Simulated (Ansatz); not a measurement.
# LiF (Griceite, Fm-3m): zone-centre modes under pressure

Aim: how do the optical modes of LiF (Griceite, Fm-3m) move with volume?

Main program and level: Ansatz 0.2.0; DFT LDA, scalar-relativistic, plane waves, PAW; PAW set soft_1.

## (1) The starting structure

Symmetry: Fm-3m, No. 225, cubic system. The conventional cell has a = 4.028 Å, b = 4.028 Å, c = 4.028 Å, α = 90.00°, β = 90.00°, γ = 90.00°. Nearest to Li lie 6 F at 2.01 Å. F has 6 Li at 2.01 Å nearest. Farther neighbours and most contacts between anions are not listed.

## (2) Relaxation

The cell and atoms are relaxed, since residual forces and stress would shift the frequencies.

input.yaml

```yaml
crystal:
  lattice:
    - [0.0, 2.014, 2.014]
    - [2.014, 0.0, 2.014]
    - [2.014, 2.014, 0.0]
  atoms:
    - { symbol: Li, position: [0.0, 0.0, 0.0] }
    - { symbol: F, position: [0.5, 0.5, 0.5] }
kpoints:
  mp_grid: { grid: [10, 10, 10] }
hamiltonian:
  xc: lda
  pseudopotentials: { kind: paw, azcp: { folder: soft_1 }, xc_functional: pbe }
scf:
  occupations: { method: gaussian, width: 0.02 }
output:
  forces: true
  stress: true
  eigenvalues: true
relax:
  adjacent_minimum: "off"
  f_tol: 0.005
  max_steps: 80
  cell: { stress_tol: 0.05 }
```

The run is started by

```console
ansatz run input.yaml --threads 4 --pin off --max-ram 10240MiB --backend cpu --events-out ev --progress --plain --runs-dir out
```

Numbers of over 12 decimals in the logs are rounded to 6 here.

Log:

```text
Engine: ansatz 0.2.0, x86_64-unknown-linux-gnu
Pseudopotentials: kind: paw
Pseudopotential: Li, paw, valence charge 3, recommended cutoff 420 eV (normal), soft_1/Li.paw.azcp
Pseudopotential: F, paw, valence charge 7, recommended cutoff 420 eV (normal), soft_1/F.paw.azcp
Functional definition: SPW92
  exchange = slater_x
  correlation = pw_c
Crystal: 2 atoms, lattice volume = 16.338 Å³
Basis set: ecut = 420 eV, 331 PW (Γ)
Bands: 9, of which v1, the nominal top of the filled ones, is band 5 counted from 1 (4 counted from 0)
Symmetry: 48 space group operations
Space group: Fm-3m (ITA 225), of the structure as read, at distance tolerance 2.5e-5 Å
k-points: 47 of 1000
Non-local potential: Li, projectors of the file, l = 0: 3, l = 1: 2, l = 2: 1
Non-local potential: F, projectors of the file, l = 0: 2, l = 1: 2, l = 2: 1
PAW form: soft (Blöchl's): semilocal exchange-correlation on the pseudo side does not see the compensation charge
PAW frozen core: F, regenerated for the run's functional, and the local potential with it (the file was generated under x = pbe(κ = 0.804, μ = 0.219515), c = pbe(β = 0.066725))
PAW one-centre angular grid: Li, 110 points (default); XC on 64 Gauss nodes
PAW one-centre angular grid: F, 110 points (default); XC on 64 Gauss nodes
Initial density: superposition of atomic densities (chi_scale 0.1, normalization cell, long waves kept (reshape's long-wave potential 0.00 eV rms))
Initial wavefunctions: pseudopotential atomic-orbital guess
Functional: x = slater, c = lda
SCF iter   1: F=—  HF=-998.658595 eV  |F-HF|=—  |Δ(HF+E_count)|=         —  Δρ=6.37e-2  dr2=3.76e-1  ethr=3.10e-3  ⟨swp⟩=4.6  Hψ=2627  notcnv=0
preconditioner: auto → none  [insulator: Δε(μ)=8.155 eV  Ē_g=21.568 eV  σ=0.020 eV  W_gap=1.00  n_scr=0 (ndim 8)  ℏωp=26.0 eV  f_vac=0.000  D(μ)=0.00/eV (n_scr^D=0)  ε∞_Penn≈2.5]
SCF iter   2: F=—  HF=-998.670877 eV  |F-HF|=—  |Δ(HF+E_count)|=   1.23e-2  Δρ=3.42e-2  dr2=9.34e-2  ethr=3.10e-3  ⟨swp⟩=2.3  Hψ=1020  notcnv=0
SCF iter   3: F=—  HF=-998.671022 eV  |F-HF|=—  |Δ(HF+E_count)|=   1.45e-4  Δρ=1.43e-2  dr2=1.76e-2  ethr=9.34e-4  ⟨swp⟩=2.4  Hψ=749  notcnv=0
SCF iter   4: F=—  HF=-998.671223 eV  |F-HF|=—  |Δ(HF+E_count)|=   2.01e-4  Δρ=6.54e-4  dr2=3.65e-5  ethr=1.76e-4  ⟨swp⟩=2.5  Hψ=731  notcnv=0
SCF iter   5: F=—  HF=-998.671245 eV  |F-HF|=—  |Δ(HF+E_count)|=   2.18e-5  Δρ=3.32e-5  dr2=5.08e-8  ethr=1.00e-9  ⟨swp⟩=4.2  Hψ=2290  notcnv=0
SCF iter   6: F=-998.671245 eV  HF=-998.671245 eV  |F-HF|=1.65e-9  |Δ(HF+E_count)|=   1.02e-7  Δρ=5.92e-6  dr2=3.67e-9  ethr=5.08e-10  ⟨swp⟩=4.1  Hψ=1792  notcnv=0
SCF 1 converged in 6 iterations: F = -998.671245 eV  dr2 = 3.67e-9
  greatest PAW one-centre occupation: 1.000 electrons in one spin orbital (limit 2), on the Li atom at site 0 (counted from 0), in its partial waves of l = 0
relax step   1: F+E_penalty+E_count = -998.67124471 eV  Δ(F+E_penalty+E_count) = +0.000e0 eV  max|allowed force component| = 1.065e-28 eV/Å  Δτ_max = 0.0000 Å  P = -6.534 GPa  Ω = 16.338 Å³  (6 SCF iters, dr2 threshold 1.00e-7 eV, accepted)
Crystal: 2 atoms, lattice volume = 15.889 Å³
Initial density: handed on by an earlier stage of this run
Initial wavefunctions: those handed on with the density
iter 1 solved again at ethr=1.78e-6 eV; its pass at ethr=3.10e-3 eV (dr2=1.78e-4 eV) is discarded
SCF iter   1: F=—  HF=-998.688834 eV  |F-HF|=—  |Δ(HF+E_count)|=         —  Δρ=1.81e-3  dr2=1.94e-4  ethr=1.78e-6  ⟨swp⟩=1.1  Hψ=3455  notcnv=0
preconditioner: auto → none  [insulator: Δε(μ)=9.094 eV  Ē_g=22.504 eV  σ=0.020 eV  W_gap=1.00  n_scr=0 (ndim 8)  ℏωp=26.3 eV  f_vac=0.000  D(μ)=0.00/eV (n_scr^D=0)  ε∞_Penn≈2.4]
SCF iter   2: F=—  HF=-998.688775 eV  |F-HF|=—  |Δ(HF+E_count)|=   5.96e-5  Δρ=5.83e-4  dr2=3.45e-5  ethr=1.78e-6  ⟨swp⟩=2.7  Hψ=622  notcnv=0
SCF iter   3: F=—  HF=-998.688766 eV  |F-HF|=—  |Δ(HF+E_count)|=   8.16e-6  Δρ=3.71e-4  dr2=8.60e-6  ethr=3.45e-7  ⟨swp⟩=2.1  Hψ=633  notcnv=0
SCF iter   4: F=-998.688765 eV  HF=-998.688765 eV  |F-HF|=7.45e-9  |Δ(HF+E_count)|=   1.57e-6  Δρ=2.40e-5  dr2=2.68e-8  ethr=2.00e-9  ⟨swp⟩=2.5  Hψ=1499  notcnv=0
SCF 2 converged in 4 iterations: F = -998.688765 eV  dr2 = 2.68e-8
relax step   2: F+E_penalty+E_count = -998.68876479 eV  Δ(F+E_penalty+E_count) = -1.752e-2 eV  max|allowed force component| = 1.482e-29 eV/Å  Δτ_max = 0.0000 Å  P = -4.626 GPa  Ω = 15.889 Å³  energy of the carried Pulay correction = +1.821e-3 eV  (4 SCF iters, dr2 threshold 2.00e-7 eV, accepted)
Crystal: 2 atoms, lattice volume = 14.897 Å³
Basis set: ecut = 420 eV, 283 PW (Γ)
iter 1 solved again at ethr=1.16e-5 eV; its pass at ethr=3.10e-3 eV (dr2=1.16e-3 eV) is discarded
SCF iter   1: F=—  HF=-998.706710 eV  |F-HF|=—  |Δ(HF+E_count)|=         —  Δρ=4.52e-3  dr2=1.18e-3  ethr=1.16e-5  ⟨swp⟩=1.0  Hψ=3488  notcnv=0
preconditioner: auto → none  [insulator: Δε(μ)=9.724 eV  Ē_g=23.228 eV  σ=0.020 eV  W_gap=1.00  n_scr=0 (ndim 8)  ℏωp=27.2 eV  f_vac=0.000  D(μ)=0.00/eV (n_scr^D=0)  ε∞_Penn≈2.4]
SCF iter   2: F=—  HF=-998.706352 eV  |F-HF|=—  |Δ(HF+E_count)|=   3.58e-4  Δρ=1.39e-3  dr2=1.90e-4  ethr=1.16e-5  ⟨swp⟩=2.6  Hψ=781  notcnv=0
SCF iter   3: F=—  HF=-998.706302 eV  |F-HF|=—  |Δ(HF+E_count)|=   4.91e-5  Δρ=8.61e-4  dr2=4.37e-5  ethr=1.90e-6  ⟨swp⟩=2.3  Hψ=621  notcnv=0
SCF iter   4: F=—  HF=-998.706295 eV  |F-HF|=—  |Δ(HF+E_count)|=   7.21e-6  Δρ=5.53e-5  dr2=1.24e-7  ethr=2.00e-9  ⟨swp⟩=3.5  Hψ=2317  notcnv=0
SCF iter   5: F=-998.706295 eV  HF=-998.706295 eV  |F-HF|=2.94e-10  |Δ(HF+E_count)|=   4.53e-8  Δρ=3.38e-6  dr2=8.48e-10  ethr=1.24e-9  ⟨swp⟩=4.1  Hψ=1890  notcnv=0
SCF 3 converged in 5 iterations: F = -998.706295 eV  dr2 = 8.48e-10
relax step   3: F+E_penalty+E_count = -998.70629510 eV  Δ(F+E_penalty+E_count) = -1.753e-2 eV  max|allowed force component| = 4.003e-29 eV/Å  Δτ_max = 0.0000 Å  P = +0.588 GPa  Ω = 14.897 Å³  energy of the carried Pulay correction = +6.030e-3 eV  (5 SCF iters, dr2 threshold 2.00e-7 eV, accepted)
[...]
relax step   4: F+E_penalty+E_count = -998.70601194 eV  Δ(F+E_penalty+E_count) = +2.832e-4 eV  max|allowed force component| = 1.162e-29 eV/Å  Δτ_max = 0.0000 Å  P = -0.046 GPa  Ω = 15.002 Å³  energy of the carried Pulay correction = +5.569e-3 eV  (4 SCF iters, dr2 threshold 2.00e-7 eV, accepted)
[...]
relax step   5: F+E_penalty+E_count = -998.70258130 eV  Δ(F+E_penalty+E_count) = +3.431e-3 eV  max|allowed force component| = 8.480e-30 eV/Å  Δτ_max = 0.0000 Å  P = -0.517 GPa  Ω = 15.002 Å³  stress off target by 5.17e-1 GPa  SCF on the basis re-selected at this cell (its energy is not comparable with the rows above)  (5 SCF iters)
[...]
relax step   6: F+E_penalty+E_count = -998.70309017 eV  Δ(F+E_penalty+E_count) = -5.089e-4 eV  max|allowed force component| = 6.377e-29 eV/Å  Δτ_max = 0.0000 Å  P = +0.009 GPa  Ω = 14.916 Å³  energy of the carried Pulay correction = +3.711e-4 eV  (4 SCF iters, dr2 threshold 2.00e-7 eV, accepted)
iter 1 solved again at ethr=5.33e-6 eV; its pass at ethr=3.10e-3 eV (dr2=5.33e-4 eV) is discarded
SCF iter   1: F=—  HF=-998.702715 eV  |F-HF|=—  |Δ(HF+E_count)|=         —  Δρ=7.26e-5  dr2=1.16e-7  ethr=5.33e-6  ⟨swp⟩=1.7  Hψ=3444  notcnv=0
eigensolver tolerance schedule: the retry pair's looser diagonalisation over-reported the residual by 4603.39 of it (diagonalisation noise at an unbounded share of the residual, at the tolerance the schedule requests for it); recorded, not acted on — ethr = c·dr2/N_el stays at c = 1.0e-1
preconditioner: auto → none  [insulator: Δε(μ)=9.707 eV  Ē_g=23.209 eV  σ=0.020 eV  W_gap=1.00  n_scr=0 (ndim 8)  ℏωp=27.2 eV  f_vac=0.000  D(μ)=0.00/eV (n_scr^D=0)  ε∞_Penn≈2.4]
SCF iter   2: F=—  HF=-998.702714 eV  |F-HF|=—  |Δ(HF+E_count)|=   1.24e-6  Δρ=2.79e-5  dr2=3.06e-8  ethr=1.16e-9  ⟨swp⟩=2.0  Hψ=615  notcnv=0
SCF iter   3: F=—  HF=-998.702714 eV  |F-HF|=—  |Δ(HF+E_count)|=   3.98e-9  Δρ=1.41e-5  dr2=4.18e-9  ethr=3.06e-10  ⟨swp⟩=2.0  Hψ=547  notcnv=0
SCF iter   4: F=-998.702714 eV  HF=-998.702714 eV  |F-HF|=9.21e-12  |Δ(HF+E_count)|=  7.75e-10  Δρ=8.71e-7  dr2=1.91e-11  ethr=1.00e-12  ⟨swp⟩=3.3  Hψ=1689  notcnv=0
SCF 7 converged in 4 iterations: F = -998.702714 eV  dr2 = 1.91e-11
relax step   7: F+E_penalty+E_count = -998.70271368 eV  Δ(F+E_penalty+E_count) = +3.765e-4 eV  max|allowed force component| = 7.639e-29 eV/Å  Δτ_max = 0.0000 Å  P = -0.021 GPa  Ω = 14.916 Å³  stress off target by 2.14e-2 GPa  SCF on the basis re-selected at this cell (its energy is not comparable with the rows above)  (4 SCF iters)
basis re-selected at this cell: Δ(F+E_penalty+E_count) = +3.765e-4 eV, ΔP = -0.030 GPa vs the last step (what re-selecting the basis moved, of the pressure what is left beyond the Pulay correction that the steps carried, after the strain that the cell walked since its last selection, with what the two solves' SCF thresholds leave and, on support functions, any second-order correction that the steps lacked; it is no m [...]
SCF converged after 4 iterations
Free energy (F): -998.702714 eV
Harris-Foulkes:  -998.702714 eV  (|F-HF|=9.21e-12)
Internal energy: -998.702714 eV  (E = F + TS)
E sigma→0 (E₀):  -998.702714 eV
Fermi energy:    6.172737 eV
--- Per-component energies (eV) ---
  E_band       = -112.408797
  E_kinetic    = 215.530904
  E_local      = -625.402164  (includes V_loc(G=0)·N_el)
  E_nonlocal   = 70.477206
  E_hartree    = 214.247893
  E_xc         = -85.522342
  E_vxc        = -110.865273  (∫ρ·V_xc dr)
  E_paw        = -213.840376  (= ΣΔE_a)
  E_vpaw       = -90.646241  (= ΣTr[D̂ρ^β])
  E_aug_tail   = 0.001029  (compensation charges beyond the density's cutoff)
  E_ewald      = -574.308116
  E_core_change = 0.113252  (= ΣΔE_core)
  E_smearing   = -0.000000  (= −TS)
  E_closure    = -0.000000  (closes the sum)
  Σ components = -998.702714   (vs F -998.702714, Δ=0.00e0)
--- Forces (eV/Å), atoms counted from 1 ---
  atom   1  Li    -0.00000000    -0.00000000     0.00000000
  atom   2  F      0.00000000     0.00000000     0.00000000
  max |Σ_I F_I| component: 1.50e-28 eV/Å
--- Stress (GPa, compression-positive) ---
       -0.021361      -0.000000      -0.000000
       -0.000000      -0.021361       0.000000
       -0.000000      -0.000000      -0.021361
  P = ⅓ Tr σ = -0.0214 GPa (-0.214 kbar)
--- Band table (eV; the first three rows and the last of 47) ---
  k-point 0: bands = ["-38.2259", "-18.5188", "1.3190", "1.3190", "1.3190", "11.0265", "25.9459", "25.9459", "25.9459"]
  k-point 1: bands = ["-38.2162", "-18.4746", "0.9960", "1.2920", "1.2920", "11.3056", "23.0202", "24.5563", "24.5563"]
  k-point 2: bands = ["-38.1909", "-18.3549", "0.2194", "1.2236", "1.2236", "11.8885", "20.5056", "22.9567", "22.9567"]
  k-point 46: bands = ["-38.0976", "-17.6873", "-1.4827", "-0.7631", "0.3913", "16.6374", "16.8464", "19.2451", "21.5291"]
--- Relaxed structure (5 steps of the walk, 5 accepted, 2 SCFs on fresh bases) ---
  F+E_penalty+E_count = -998.70271368 eV   max|allowed force component| = 7.639e-29 eV/Å   (the final SCF, on the basis selected at the relaxed cell)
  cell:  # Å, volume = 14.9157 Å³
    - [0, 1.953758, 1.953758]
    - [1.953758, 0, 1.953758]
    - [1.953758, 1.953758, 0]
  atoms:
    - { symbol: Li, position: [0, 0, 0] }
    - { symbol: F, position: [0.500000, 0.500000, 0.500000] }
```

Run time: 1.6 s. Hardware: 4 threads of AMD EPYC 7B13 (Zen 3), shared host; peak memory 0.33 GiB.

Step by step:

| step | energy less that of the first step (eV) | largest force component (eV/Å) | pressure (GPa) | volume (Å³) |
| --- | --- | --- | --- | --- |
| 1 | 0.0000 | 0.0000 | -6.53 | 16.34 |
| 2 | -0.0175 | 0.0000 | -4.63 | 15.89 |
| 3 | -0.0350 | 0.0000 | 0.59 | 14.90 |
| 4 | -0.0348 | 0.0000 | -0.05 | 15.00 |
| 5* | -0.0313 | 0.0000 | -0.52 | 15.00 |
| 6 | -0.0318 | 0.0000 | 0.01 | 14.92 |
| 7* | -0.0315 | 0.0000 | -0.02 | 14.92 |

Relaxation steps marked * repeat the geometry before them on a plane-wave basis chosen anew for their cell, so energy and pressure can jump there.

Forces are held to the 48 operations that the run works with; a distortion that breaks them can't arise in this run.

| conventional cell, symmetrised | before | after | change |
| --- | --- | --- | --- |
| a (Å) | 4.028 | 3.908 | -3.0 % |
| b (Å) | 4.028 | 3.908 | -3.0 % |
| c (Å) | 4.028 | 3.908 | -3.0 % |
| volume (Å³/atom) | 8.17 | 7.46 | -8.7 % |

Final coordinates:

```xyz
2
Lattice="0.0000 1.9538 1.9538 1.9538 0.0000 1.9538 1.9538 1.9538 0.0000" Properties=species:S:1:pos:R:3 pbc="T T T"
Li    0.0000    0.0000    0.0000
F     1.9538    1.9538    1.9538
```

This step gave:

| Quantity | Value |
| --- | --- |
| pressure | -0.02136 GPa |
| gap on the k-mesh | 9.707 eV |
| volume per atom | 7.458 Å³ |

In this step the volume went from 8.17 to 7.46 Å³/atom.

## (3) Relaxation

The relaxation is repeated from its end on the same settings, as a check that it has come to rest.

input.yaml, the sections that differ from step 2:

```yaml
crystal:
  lattice:
    - [0.0, 1.9537581956, 1.9537581956]
    - [1.9537581956, 0.0, 1.9537581956]
    - [1.9537581956, 1.9537581956, 0.0]
  atoms:
    - { symbol: Li, position: [0.0, 0.0, 0.0] }
    - { symbol: F, position: [0.5, 0.5, 0.5] }
output:
  forces: true
  stress: true
  eigenvalues: true
  write_density: true
  write_potential: true
  elf: true
  volumetric_format: npy
# kpoints, hamiltonian, scf, relax: as in step 2
```

Log:

```text
[...]
Crystal: 2 atoms, lattice volume = 14.916 Å³
Basis set: ecut = 420 eV, 283 PW (Γ)
Bands: 9, of which v1, the nominal top of the filled ones, is band 5 counted from 1 (4 counted from 0)
Symmetry: 48 space group operations
[...]
k-points: 47 of 1000
[...]
P = ⅓ Tr σ = -0.0214 GPa (-0.214 kbar)
--- Band table (eV; the first three rows and the last of 47) ---
[...]
--- Relaxed structure (1 steps of the walk, 1 accepted, 1 SCFs on fresh bases) ---
[...]
cell:  # Å, volume = 14.9157 Å³
    - [0.0, 1.9537581956, 1.9537581956]
    - [1.9537581956, 0.0, 1.9537581956]
    - [1.9537581956, 1.9537581956, 0.0]
  atoms:
    - { symbol: Li, position: [0.0, 0.0, 0.0] }
    - { symbol: F, position: [0.500000, 0.500000, 0.500000] }
[key lines of the parts left out:]
SCF converged after 4 iterations
Free energy (F): -998.702714 eV
Fermi energy:    6.172737 eV
```

Elapsed: 0.56 s, on 4 threads; peak memory 0.33 GiB.

Little changed from the start: no atom moved by 0.005 Å and no cell edge by 0.1 %.

Numbers from this step:

```
pressure : -0.02135 GPa
```

In this step the volume went from 7.46 to 7.46 Å³/atom.

## (4) Tight relaxation

Phonons need small forces and stress, so the relaxation is finished with tight tolerances on 12×12×12 k points.

input.yaml, the sections that differ from step 3:

```yaml
kpoints:
  mp_grid: { grid: [12, 12, 12] }
scf:
  occupations: { method: fixed }
output:
  forces: true
  stress: true
  eigenvalues: true
relax:
  adjacent_minimum: "off"
  f_tol: 0.001
  max_steps: 60
  cell: { stress_tol: 0.01 }
# crystal, hamiltonian: as in step 3
```

Log:

```text
[...]
Crystal: 2 atoms, lattice volume = 14.916 Å³
Basis set: ecut = 420 eV, 283 PW (Γ)
Bands: 9, of which v1, the nominal top of the filled ones, is band 5 counted from 1 (4 counted from 0)
Symmetry: 48 space group operations
[...]
k-points: 72 of 1728
[...]
-0.000000      -0.000000      -0.003896
  P = ⅓ Tr σ = -0.0039 GPa (-0.039 kbar)
--- Band table (eV; the first three rows and the last of 72) ---
[...]
--- Relaxed structure (3 steps of the walk, 3 accepted, 1 SCFs on fresh bases) ---
[...]
cell:  # Å, volume = 14.9126 Å³
    - [0, 1.953626, 1.953626]
    - [1.953626, 0.0, 1.953626]
    - [1.953626, 1.953626, 0]
  atoms:
    - { symbol: Li, position: [0, 0, 0] }
    - { symbol: F, position: [0.5, 0.5, 0.5] }
[key lines of the parts left out:]
SCF converged after 5 iterations
Free energy (F): -998.702733 eV
Fermi energy:    1.321657 eV
```

It took 0.95 s on 4 threads; peak memory 0.32 GiB; 2.7 s of CPU time.

Little changed from the start: no atom moved by 0.005 Å and no cell edge by 0.1 %.

This step gave:

* pressure: -0.003896 GPa
* gap on the k-mesh: 9.709 eV
* volume per atom: 7.456 Å³

The forces vanish by symmetry and the pressure is -0.004 GPa, within the tolerances set. The cell now holds 7.46 Å³/atom.

(Part 1 of 3 ends here.)

[Logs are printed without paths, hosts, clocks, repeated set-up lines and the standing remarks that a program may print on its own settings, such as how far it seeks lower states.]

[Hosts, paths, dates, database ids (printed as entryN), source tags and the programs' standing remarks are cut or masked in the printed files.]
